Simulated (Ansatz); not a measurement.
Planning a run of Ansatz 0.2.0 on Ca2CrO4 (started from the K2NiF4 type) (I4/mmm). The input:

The structure was built from a prototype and need not be the compound's stable phase.

```yaml
crystal:
  lattice:
    - [-2.009, 2.009, 6.6297]
    - [2.009, -2.009, 6.6297]
    - [2.009, 2.009, -6.6297]
  atoms:
    - { symbol: Ca, position: [0.355, 0.355, 0.0] }
    - { symbol: Ca, position: [0.645, 0.645, 0.0] }
    - { symbol: Cr, position: [0.0, 0.0, 0.0] }
    - { symbol: O, position: [0.0, 0.5, 0.5] }
    - { symbol: O, position: [0.5, 0.0, 0.5] }
    - { symbol: O, position: [0.1545454545, 0.1545454545, 0.0] }
    - { symbol: O, position: [0.8454545455, 0.8454545455, 0.0] }
kpoints:
  mp_grid: { grid: [8, 8, 8] }
hamiltonian:
  xc: lda
scf:
  occupations: { method: fermi_dirac, width: 0.02 }
relax:
  f_tol: 0.01
  max_steps: 80
  cell: {}
```

```sh
ansatz run input.yaml --threads 8 --pin off --max-ram 14745MiB --backend cpu --events-out ev --progress --plain --runs-dir out
```

Q: Estimate wall time and host memory on 8 threads of Arm Neoverse V1, shared host.

It took 24 s; on shared hardware allow 12 s to 48 s. Peak host memory was 0.62 GiB. The sizes that set the cost: 1475 plane waves a state, 59 irreducible k points and 97 SCF cycles.

[Paths, hosts, dates, memory and timing lines, banners, echoed tables and standing remarks are left out of the program output.]

[Logs are printed without paths, hosts, clocks, repeated set-up lines and the standing remarks that a program may print on its own settings, such as how far it seeks lower states.]

[Runs of the session that timed out or met a known fault of the program may be left out.]

[Hosts, paths, dates, database ids (printed as entryN), source tags and the programs' standing remarks are cut or masked in the printed files.]
